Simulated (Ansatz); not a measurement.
# How K(100) screens a field

Wanted: the response of a K(100) slab to a perpendicular field.

Calculated with Ansatz 0.2.0; plane-wave DFT, PBE, Ansatz PAW.

## (1) The structure

The cell holds 7 atoms: 7 K. Cell: a = 5.230 Å, b = 5.230 Å, c = 33.690 Å, α = 90.0°, β = 90.0°, γ = 90.0°. Vacuum lies along c.

## (2) Atoms held, field 0

A sawtooth potential applies the field, turning back in the middle of the vacuum. With the dipole correction the typed value is the field outside the slab. The induced dipole is small, so the SCF threshold is tight.

Input file input.yaml:

```yaml
crystal:
  lattice:
    - [5.23, 0.0, 0.0]
    - [0.0, 5.23, 0.0]
    - [0.0, 0.0, 33.69]
  atoms:
    - { symbol: K, position: [0.0, 0.0, 0.267141585] }
    - { symbol: K, position: [0.5, 0.5, 0.3447610567] }
    - { symbol: K, position: [0.0, 0.0, 0.4223805283] }
    - { symbol: K, position: [0.5, 0.5, 0.5] }
    - { symbol: K, position: [0.0, 0.0, 0.5776194717] }
    - { symbol: K, position: [0.5, 0.5, 0.6552389433] }
    - { symbol: K, position: [0.0, 0.0, 0.732858415] }
kpoints:
  mp_grid: { grid: [10, 10, 1] }
hamiltonian:
  xc: pbe
scf:
  occupations: { method: fermi_dirac, width: 0.1 }
  convergence: { dr2_threshold: 1.0e-10 }
efield:
  axis: 3
  dipole_correction: true
  ramp_position: 0.97
  ramp_width: 0.06
  amplitude: 0
output:
  forces: true
  write_potential: true
  write_density: true
  volumetric_format: npy
```

On the command line:

```console
> ansatz run input.yaml --threads 2 --pin off --max-ram 3072MiB --backend cpu --events-out ev --progress --plain --runs-dir out
```

Numbers of over 12 decimals in the logs are rounded to 6 here.

The program printed:

```text
Engine: ansatz 0.2.0, aarch64-unknown-linux-gnu
Pseudopotentials: kind: paw
Pseudopotential: K, paw, valence charge 9, recommended cutoff 420 eV (normal), K.paw.azcp
Functional definition: PBE
  parameter kappa = 0.804
  parameter beta = 0.066725
  exchange = pbe_x(kappa = kappa, mu = beta*pi^2/3)
  correlation = pbe_c(beta = beta)
Crystal: 7 atoms, lattice volume = 921.519 Å³
Basis set: ecut = 420 eV, 18073 PW (Γ), exchange–correlation on 72×72×480 points (8 copies of the dense FFT grid, shifted against one another)
Bands: 39, of which v1, the nominal top of the filled ones, is band 32 counted from 1 (31 counted from 0)
Symmetry: 8 space group operations
k-points: 21 of 100
Non-local potential: K, projectors of the file, l = 0: 3, l = 1: 2, l = 2: 2
PAW form: soft (Blöchl's): semilocal exchange-correlation on the pseudo side does not see the compensation charge
PAW one-centre angular grid: K, 110 points (default); XC on 64 Gauss nodes
Initial density: superposition of atomic densities (neutral atoms: chi_scale 0, normalization atom), corrected by the library's trained network
Initial wavefunctions: pseudopotential atomic-orbital guess
Functional: x = pbe(κ = 0.804, μ = 0.219515), c = pbe(β = 0.066725)
SCF iter   1: F=—  HF=-10764.175112 eV  |F-HF|=—  |Δ(HF+E_count)|=         —  Δρ=3.55e-4  dr2=1.16e-2  ethr=1.77e-3  p=0.000 e·Å  D=2.48e-14 V/Å  ΔV_dip=-0.00 eV  dr2_dipole=1.68e-8  V_vac-E_F(+/−)=2.26/2.26 eV  ⟨swp⟩=12.3  Hψ=4318  notcnv=0
efield: sawtooth ramp at fractional position 0.9700 (set: `efield.ramp_position`, or a place that a band, a saddle search or an elastic batch's reference lends), width 0.0600; the density the first Hamiltonian is built on has a dipole p = 0.000 e·Å; the dipole correction subtracts the counter field D = 2.48e-14 V/Å, which shifts the + side's vacuum level by -0.00 eV against the − side's; the planar-averaged density in the ramp window peaks in size at 5.1e-6 e/Å³
preconditioner: auto → LDOS  [metal: Δε(μ)=0.021 eV  Ē_g=1.797 eV  σ=0.100 eV  W_gap=0.05  n_scr=90 (ndim 8)  ℏωp=3.2 eV  f_vac=0.412  D(μ)=5.97/eV (n_scr^D=10)  β→1.0]
SCF iter   2: F=—  HF=-10764.179539 eV  |F-HF|=—  |Δ(HF+E_count)|=   4.43e-3  Δρ=2.07e-4  dr2=6.72e-4  ethr=1.84e-5  p=0.000 e·Å  D=3.71e-8 V/Å  ΔV_dip=-0.00 eV  dr2_dipole=1.38e-8  V_vac-E_F(+/−)=2.26/2.26 eV  ⟨swp⟩=3.7  Hψ=1682  notcnv=0
SCF iter   3: F=—  HF=-10764.179684 eV  |F-HF|=—  |Δ(HF+E_count)|=   1.45e-4  Δρ=1.92e-4  dr2=4.07e-4  ethr=1.07e-6  p=0.000 e·Å  D=2.20e-7 V/Å  ΔV_dip=-0.00 eV  dr2_dipole=1.51e-10  V_vac-E_F(+/−)=2.26/2.26 eV  ⟨swp⟩=2.0  Hψ=1361  notcnv=0
SCF iter   4: F=—  HF=-10764.179574 eV  |F-HF|=—  |Δ(HF+E_count)|=   1.11e-4  Δρ=2.40e-5  dr2=1.66e-5  ethr=6.46e-7  p=0.000 e·Å  D=1.90e-7 V/Å  ΔV_dip=-0.00 eV  dr2_dipole=1.26e-13  V_vac-E_F(+/−)=2.26/2.26 eV  ⟨swp⟩=2.0  Hψ=1333  notcnv=0
SCF iter   5: F=—  HF=-10764.179515 eV  |F-HF|=—  |Δ(HF+E_count)|=   5.83e-5  Δρ=8.59e-6  dr2=1.08e-6  ethr=2.64e-8  p=0.000 e·Å  D=8.44e-8 V/Å  ΔV_dip=-0.00 eV  dr2_dipole=1.21e-11  V_vac-E_F(+/−)=2.25/2.25 eV  ⟨swp⟩=2.6  Hψ=1428  notcnv=0
SCF iter   6: F=—  HF=-10764.179462 eV  |F-HF|=—  |Δ(HF+E_count)|=   5.33e-5  Δρ=1.94e-6  dr2=1.66e-7  ethr=1.71e-9  p=0.000 e·Å  D=3.12e-8 V/Å  ΔV_dip=-0.00 eV  dr2_dipole=2.04e-12  V_vac-E_F(+/−)=2.25/2.25 eV  ⟨swp⟩=2.2  Hψ=1508  notcnv=0
SCF iter   7: F=—  HF=-10764.179462 eV  |F-HF|=—  |Δ(HF+E_count)|=   6.80e-8  Δρ=5.18e-7  dr2=5.68e-9  ethr=2.63e-10  p=0.000 e·Å  D=8.34e-9 V/Å  ΔV_dip=-0.00 eV  dr2_dipole=7.80e-17  V_vac-E_F(+/−)=2.25/2.25 eV  ⟨swp⟩=2.3  Hψ=1113  notcnv=0
SCF iter   8: F=—  HF=-10764.179462 eV  |F-HF|=—  |Δ(HF+E_count)|=   8.18e-9  Δρ=4.02e-7  dr2=1.94e-9  ethr=9.02e-12  p=-0.000 e·Å  D=-1.44e-8 V/Å  ΔV_dip=0.00 eV  dr2_dipole=1.41e-14  V_vac-E_F(+/−)=2.25/2.25 eV  ⟨swp⟩=3.1  Hψ=1712  notcnv=0
SCF iter   9: F=—  HF=-10764.179462 eV  |F-HF|=—  |Δ(HF+E_count)|=  2.93e-10  Δρ=1.02e-7  dr2=3.68e-10  ethr=3.07e-12  p=-0.000 e·Å  D=-1.52e-8 V/Å  ΔV_dip=0.00 eV  dr2_dipole=1.55e-14  V_vac-E_F(+/−)=2.25/2.25 eV  ⟨swp⟩=2.6  Hψ=1581  notcnv=0
SCF iter  10: F=-10764.179462 eV  HF=-10764.179462 eV  |F-HF|=1.09e-11  |Δ(HF+E_count)|=  5.42e-10  Δρ=2.19e-8  dr2=1.72e-11  ethr=1.00e-12  p=-0.000 e·Å  D=-8.67e-9 V/Å  ΔV_dip=0.00 eV  dr2_dipole=2.23e-14  V_vac-E_F(+/−)=2.25/2.25 eV  ⟨swp⟩=13.4  Hψ=4556  notcnv=0
SCF 1 converged in 10 iterations: F = -10764.179462 eV  dr2 = 1.72e-11
  greatest PAW one-centre occupation: 0.988 electrons in one spin orbital (limit 2), on the K atom at site 2 (counted from 0), in its partial waves of l = 0
WARN: The output density's exchange-correlation potential varies sharply where the density is thin. Do not read a vacuum level from v_tot or v_xc, or from such a field of the output density. On a cell that repeats whose density bears no net charge and no dipole along the vacuum's axis use v_es (v_loc + v_h of the components); under efield.dipole_correction with no amplitude use v_es + v_field, which holds any externa [...]
SCF converged after 10 iterations
Free energy (F): -10764.179462 eV
Harris-Foulkes:  -10764.179462 eV  (|F-HF|=1.09e-11)
Internal energy: -10763.985680 eV  (E = F + TS)
E sigma→0 (E₀):  -10764.082571 eV
Entropy (-TS):   -0.193783 eV (-27.683 meV/atom)
Fermi energy:    0.037592 eV
Dipole field:    D = 0.000000 V/Å  (p = 0.000000 e·Å, saw-weighted, corrected)
Work function:   Φ+ = 2.2528 eV   Φ− = 2.2528 eV
Levels:          The Fermi level and band energies are counted from a zero that moves with the ramp; work functions are not
--- Per-component energies (eV) ---
  E_band       = -1113.156934
  E_kinetic    = 1765.189704
  E_local      = -20916.051697  (includes V_loc(G=0)·N_el)
  E_nonlocal   = 90.597591
  E_hartree    = 9645.076318
  E_xc         = -935.924175
  E_vxc        = -1140.771903  (∫ρ·V_xc dr)
  E_paw        = -5472.931971  (= ΣΔE_a)
  E_vpaw       = -202.272834  (= ΣTr[D̂ρ^β])
  E_aug_tail   = -0.000024  (compensation charges beyond the density's cutoff)
  E_efield     = 0.000000  (sawtooth field / dipole correction)
  E_vefield    = 0.000000  (∫n·V_field dr)
  E_ewald      = 5060.058575
  E_smearing   = -0.193783  (= −TS)
  E_closure    = 0.000000  (closes the sum)
  Σ components = -10764.179462   (vs F -10764.179462, Δ=0.00e0)
--- Forces (eV/Å), atoms counted from 1 ---
  atom   1  K      0.00000000     0.00000000    -0.02910944
  atom   2  K      0.00000000     0.00000000     0.01215210
  atom   3  K     -0.00000000     0.00000000    -0.00469198
  atom   4  K     -0.00000000     0.00000000     0.00000000
  atom   5  K      0.00000000     0.00000000     0.00469199
  atom   6  K     -0.00000000     0.00000000    -0.01215211
  atom   7  K     -0.00000000     0.00000000     0.02910942
  max |Σ_I F_I| component: 2.47e-8 eV/Å
--- Band table (eV; the first three rows and the last of 21) ---
  k-point 0: bands = [... 28 lower, -2.0727, -1.7961, -1.3468, -0.7592, -0.1065, 0.5351, 1.1359, 1.6828, ... 3 higher]
  k-point 1: bands = [... 28 lower, -2.0095, -1.7342, -1.2871, -0.7023, -0.0528, 0.5848, 1.1786, 1.6273, ... 3 higher]
  k-point 2: bands = [... 28 lower, -1.8218, -1.5506, -1.1101, -0.5339, 0.1059, 0.7318, 1.1642, 1.3626, ... 3 higher]
  k-point 20: bands = [... 28 lower, 0.5557, 0.5874, 0.7793, 0.7793, 0.8078, 0.9002, 0.9305, 0.9305, ... 3 higher]
```

It took 93 s on 2 threads of Arm Neoverse N1, shared host; peak memory 1.1 GiB; 3.1 min of CPU time.

Reading the cycles: dr2 is the Hartree energy of the density residual (eV), the measure of convergence; HF is the Harris–Foulkes estimate of the energy, which meets the free energy F at convergence.

Numbers from this step:

| Property | Result |
| --- | --- |
| energy at zero smearing | -10764.0826 eV |
| work function, upper face | 2.253 eV |
| dipole along the normal | 4.33e-7 e·Å |

Running mean over 2.615 Å of the planar mean; the ramp of the sawtooth is left out. The electron's electrostatic potential energy less the Fermi level by z:

z (Å), electron's electrostatic potential energy less the Fermi level (eV) and a bar from the least value:
```
        4       2.25 ##############################
        5       2.22 ##############################
        6       2.11 #############################
        7       1.65 ########################
        8       0.02 ########
        9      -0.73 
       10      -0.74 
       11      -0.69 #
       12      -0.69 #
       13      -0.70 #
       14      -0.69 #
       15      -0.69 #
       16      -0.69 #
       17      -0.70 #
       18      -0.69 #
       19      -0.69 #
       20      -0.69 #
       21      -0.70 #
       22      -0.69 #
       23      -0.70 #
       24      -0.76 
       25      -0.65 #
       26       0.58 #############
       27       1.88 ##########################
       28       2.16 #############################
       29       2.23 ##############################
       30       2.25 ##############################
```

The work function of the upper face is 2.25 eV.

## (3) Single point, field 0.03 V/Å

input.yaml, as its differences from that of step 2:

```diff
@@ -25,3 +25,3 @@
   ramp_width: 0.06
-  amplitude: 0
+  amplitude: 0.03
 output:
```

The program printed:

```text
[...]
Crystal: 7 atoms, lattice volume = 921.519 Å³
Basis set: ecut = 420 eV, 18073 PW (Γ), exchange–correlation on 72×72×480 points (8 copies of the dense FFT grid, shifted against one another)
Bands: 39, of which v1, the nominal top of the filled ones, is band 32 counted from 1 (31 counted from 0)
Symmetry: 8 space group operations
k-points: 21 of 100
[...]
k-point 0: bands = [... 28 lower, -2.0731, -1.7964, -1.3471, -0.7596, -0.1069, 0.5345, 1.1347, 1.6702, ... 3 higher]
  k-point 1: bands = [... 28 lower, -2.0098, -1.7345, -1.2874, -0.7027, -0.0532, 0.5842, 1.1775, 1.6256, ... 3 higher]
  k-point 2: bands = [... 28 lower, -1.8222, -1.5509, -1.1105, -0.5343, 0.1055, 0.7312, 1.1638, 1.3611, ... 3 higher]
  k-point 20: bands = [... 28 lower, 0.5554, 0.5871, 0.7790, 0.7790, 0.8075, 0.8999, 0.9302, 0.9302, ... 3 higher]
[key lines of the parts left out:]
SCF converged after 11 iterations
Free energy (F): -10764.180882 eV
Fermi energy:    0.037230 eV
Dipole field:    D = 0.018582 V/Å  (p = 0.094633 e·Å, saw-weighted, corrected)
```

The job ended after 96 s (2 threads; peak memory 1.1 GiB).

The dipole is 0.0946 e·Å.

## (4) Single point, field -0.03 V/Å

input.yaml, as its differences from that of step 3:

```diff
@@ -25,3 +25,3 @@
   ramp_width: 0.06
-  amplitude: 0.03
+  amplitude: -0.03
 output:
```

The program printed:

```text
[...]
Crystal: 7 atoms, lattice volume = 921.519 Å³
Basis set: ecut = 420 eV, 18073 PW (Γ), exchange–correlation on 72×72×480 points (8 copies of the dense FFT grid, shifted against one another)
Bands: 39, of which v1, the nominal top of the filled ones, is band 32 counted from 1 (31 counted from 0)
Symmetry: 8 space group operations
k-points: 21 of 100
[...]
k-point 0: bands = [... 28 lower, -2.0731, -1.7964, -1.3471, -0.7596, -0.1069, 0.5345, 1.1347, 1.6702, ... 3 higher]
  k-point 1: bands = [... 28 lower, -2.0098, -1.7345, -1.2874, -0.7027, -0.0532, 0.5842, 1.1775, 1.6256, ... 3 higher]
  k-point 2: bands = [... 28 lower, -1.8222, -1.5509, -1.1105, -0.5343, 0.1055, 0.7312, 1.1638, 1.3611, ... 3 higher]
  k-point 20: bands = [... 28 lower, 0.5554, 0.5871, 0.7790, 0.7790, 0.8075, 0.8999, 0.9302, 0.9302, ... 3 higher]
[key lines of the parts left out:]
SCF converged after 11 iterations
Free energy (F): -10764.180882 eV
Fermi energy:    0.037229 eV
Dipole field:    D = -0.018583 V/Å  (p = -0.094635 e·Å, saw-weighted, corrected)
```

It took 1.7 min on 2 threads; peak memory 1.1 GiB; 3.3 min of CPU time.

The dipole is -0.0946 e·Å.

## (5) Atoms held, field 0.1 V/Å

input.yaml, as its differences from that of step 4:

```diff
@@ -25,3 +25,3 @@
   ramp_width: 0.06
-  amplitude: -0.03
+  amplitude: 0.1
 output:
```

The program printed:

```text
[...]
Crystal: 7 atoms, lattice volume = 921.519 Å³
Basis set: ecut = 420 eV, 18073 PW (Γ), exchange–correlation on 72×72×480 points (8 copies of the dense FFT grid, shifted against one another)
Bands: 39, of which v1, the nominal top of the filled ones, is band 32 counted from 1 (31 counted from 0)
Symmetry: 8 space group operations
k-points: 21 of 100
[...]
k-point 0: bands = [... 28 lower, -2.0767, -1.8000, -1.3506, -0.7631, -0.1111, 0.5284, 1.1220, 1.5958, ... 3 higher]
  k-point 1: bands = [... 28 lower, -2.0135, -1.7381, -1.2909, -0.7062, -0.0574, 0.5781, 1.1654, 1.6008, ... 3 higher]
  k-point 2: bands = [... 28 lower, -1.8258, -1.5545, -1.1139, -0.5378, 0.1013, 0.7252, 1.1599, 1.3461, ... 3 higher]
  k-point 20: bands = [... 28 lower, 0.5518, 0.5834, 0.7753, 0.7753, 0.8039, 0.8964, 0.9265, 0.9265, ... 3 higher]
[key lines of the parts left out:]
SCF converged after 12 iterations
Free energy (F): -10764.195239 eV
Fermi energy:    0.033558 eV
Dipole field:    D = 0.061979 V/Å  (p = 0.315637 e·Å, saw-weighted, corrected)
```

Wall time 1.7 min (2 threads); peak memory 1.1 GiB; 3.5 min of CPU time.

The dipole is 0.316 e·Å.

## (6) Atoms held, field -0.1 V/Å

input.yaml, as its differences from that of step 5:

```diff
@@ -25,3 +25,3 @@
   ramp_width: 0.06
-  amplitude: 0.1
+  amplitude: -0.1
 output:
```

The program printed:

```text
[...]
Crystal: 7 atoms, lattice volume = 921.519 Å³
Basis set: ecut = 420 eV, 18073 PW (Γ), exchange–correlation on 72×72×480 points (8 copies of the dense FFT grid, shifted against one another)
Bands: 39, of which v1, the nominal top of the filled ones, is band 32 counted from 1 (31 counted from 0)
Symmetry: 8 space group operations
k-points: 21 of 100
[...]
k-point 0: bands = [... 28 lower, -2.0767, -1.8000, -1.3506, -0.7631, -0.1111, 0.5284, 1.1220, 1.5958, ... 3 higher]
  k-point 1: bands = [... 28 lower, -2.0135, -1.7381, -1.2909, -0.7062, -0.0574, 0.5781, 1.1654, 1.6008, ... 3 higher]
  k-point 2: bands = [... 28 lower, -1.8258, -1.5545, -1.1139, -0.5378, 0.1013, 0.7252, 1.1599, 1.3461, ... 3 higher]
  k-point 20: bands = [... 28 lower, 0.5518, 0.5834, 0.7753, 0.7753, 0.8039, 0.8964, 0.9265, 0.9265, ... 3 higher]
[key lines of the parts left out:]
SCF converged after 12 iterations
Free energy (F): -10764.195239 eV
Fermi energy:    0.033558 eV
Dipole field:    D = -0.061979 V/Å  (p = -0.315637 e·Å, saw-weighted, corrected)
```

Wall time 1.7 min (2 threads); peak memory 1.1 GiB.

The dipole is -0.316 e·Å.

## (7) Single point, field 0.15 V/Å

input.yaml, as its differences from that of step 6:

```diff
@@ -25,3 +25,3 @@
   ramp_width: 0.06
-  amplitude: -0.1
+  amplitude: 0.15
 output:
@@ -31 +31,2 @@
   volumetric_format: npy
+  elf: true
```

The program printed:

```text
[...]
Crystal: 7 atoms, lattice volume = 921.519 Å³
Basis set: ecut = 420 eV, 18073 PW (Γ), exchange–correlation on 72×72×480 points (8 copies of the dense FFT grid, shifted against one another)
Bands: 39, of which v1, the nominal top of the filled ones, is band 32 counted from 1 (31 counted from 0)
Symmetry: 8 space group operations
k-points: 21 of 100
[...]
k-point 0: bands = [... 28 lower, -2.0818, -1.8049, -1.3554, -0.7679, -0.1169, 0.5197, 1.1031, 1.5305, ... 3 higher]
  k-point 1: bands = [... 28 lower, -2.0185, -1.7430, -1.2957, -0.7111, -0.0632, 0.5695, 1.1475, 1.5541, ... 3 higher]
  k-point 2: bands = [... 28 lower, -1.8308, -1.5594, -1.1188, -0.5427, 0.0955, 0.7168, 1.1543, 1.3253, ... 3 higher]
  k-point 20: bands = [... 28 lower, 0.5467, 0.5784, 0.7702, 0.7702, 0.7989, 0.8915, 0.9215, 0.9215, ... 3 higher]
[key lines of the parts left out:]
SCF converged after 12 iterations
Free energy (F): -10764.214974 eV
Fermi energy:    0.028453 eV
Dipole field:    D = 0.093047 V/Å  (p = 0.473856 e·Å, saw-weighted, corrected)
```

The job ended after 1.8 min (2 threads; peak memory 1.1 GiB; 3.5 min of CPU time).

Running mean over 2.615 Å of the planar mean, with the applied field; the ramp of the sawtooth is left out. Electron's electrostatic potential energy less the Fermi level against z:

```csv
z (Å),electron's electrostatic potential energy less the Fermi level (eV)
4,1.91
5,2.02
6,2.03
7,1.64
8,0.0385
9,-0.720
10,-0.744
11,-0.694
12,-0.688
13,-0.695
14,-0.689
15,-0.687
16,-0.694
17,-0.697
18,-0.690
19,-0.686
20,-0.694
21,-0.697
22,-0.683
23,-0.700
24,-0.765
25,-0.665
26,0.572
27,1.93
28,2.32
29,2.52
30,2.68
```

The dipole is 0.474 e·Å.

[end of part 1 of 2]

[Logs are printed without paths, hosts, clocks, repeated set-up lines and the standing remarks that a program may print on its own settings, such as how far it seeks lower states.]

[Hosts, paths, dates, database ids (printed as entryN), source tags and the programs' standing remarks are cut or masked in the printed files.]

[Maps of the electrostatic potential energy from Ansatz leave out the sawtooth potential of an applied field or a dipole correction, so their vacuum need not be flat; planar profiles and work functions include it.]
